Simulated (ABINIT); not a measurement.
Planning a run of ABINIT 10.8.3 on BAs (F-43m). The input:

```
acell 3*1.0 Angstrom
rprim 
  -0.000000000000 2.388500000000 2.388500000000
  2.388500000000 -0.000000000000 2.388500000000
  2.388500000000 2.388500000000 -0.000000000000
ntypat 2
znucl 5 33
natom 2
typat 1 2
xred 
  0.000000000000 0.000000000000 0.000000000000
  0.250000000000 0.250000000000 0.250000000000
pp_dirpath "pseudos"
pseudos "B.upf, As.upf"
ecut 44
nspinor 2
iscf -2
irdden 1
kptopt 0
nkpt 26
kpt 
  0.00000000 0.00000000 0.00000000
  -0.12500000 -0.12500000 0.00000000
  -0.25000000 -0.25000000 0.00000000
  -0.37500000 -0.37500000 0.00000000
  -0.50000000 -0.50000000 0.00000000
  -0.46875000 -0.46875000 0.06250000
  -0.43750000 -0.43750000 0.12500000
  -0.40625000 -0.40625000 0.18750000
  -0.37500000 -0.37500000 0.25000000
  -0.37500000 0.00000000 0.37500000
  -0.28125000 0.00000000 0.28125000
  -0.18750000 0.00000000 0.18750000
  -0.09375000 0.00000000 0.09375000
  0.00000000 0.00000000 0.00000000
  0.00000000 0.00000000 0.12500000
  0.00000000 0.00000000 0.25000000
  0.00000000 0.00000000 0.37500000
  -0.00000000 -0.00000000 0.50000000
  -0.12500000 -0.06250000 0.43750000
  -0.25000000 -0.12500000 0.37500000
  -0.37500000 -0.18750000 0.31250000
  -0.50000000 -0.25000000 0.25000000
  -0.50000000 -0.31250000 0.18750000
  -0.50000000 -0.37500000 0.12500000
  -0.50000000 -0.43750000 0.06250000
  -0.50000000 -0.50000000 0.00000000
istwfk *1
nband 46
nbdbuf 10
tolwfr 1e-07
nstep 50
prtwf 0
prtvol 0
indata_prefix "in"
outdata_prefix "out"
tmpdata_prefix "tmp"
```

```sh
OMP_NUM_THREADS=1 mpirun -n 4 abinit run.abi > log
```

Question: How long will it take on 4 MPI ranks of Arm Neoverse V1, shared host, and how much memory?

It took 33 s; on shared hardware allow 16 s to 66 s. Peak host memory was 0.35 GiB.

[Paths, hosts, dates, memory and timing lines, banners, echoed tables and standing remarks are left out of the program output.]

[Logs are printed without paths, hosts, clocks, repeated set-up lines and the standing remarks that a program may print on its own settings, such as how far it seeks lower states.]

[Runs of the session that timed out or met a known fault of the program may be left out.]

[Hosts, paths, dates, database ids (printed as entryN), source tags and the programs' standing remarks are cut or masked in the printed files.]

[G0W0 gaps are taken among the corrected bands and points alone; a level outside them can change the order at an edge.]

[Where Ansatz stands beside ABINIT at settings called matched, ABINIT's density can come from a denser mesh and the files from another edition; pairs whose starting gaps differed by over 0.03 eV were left out, so agreement reads better than it is.]
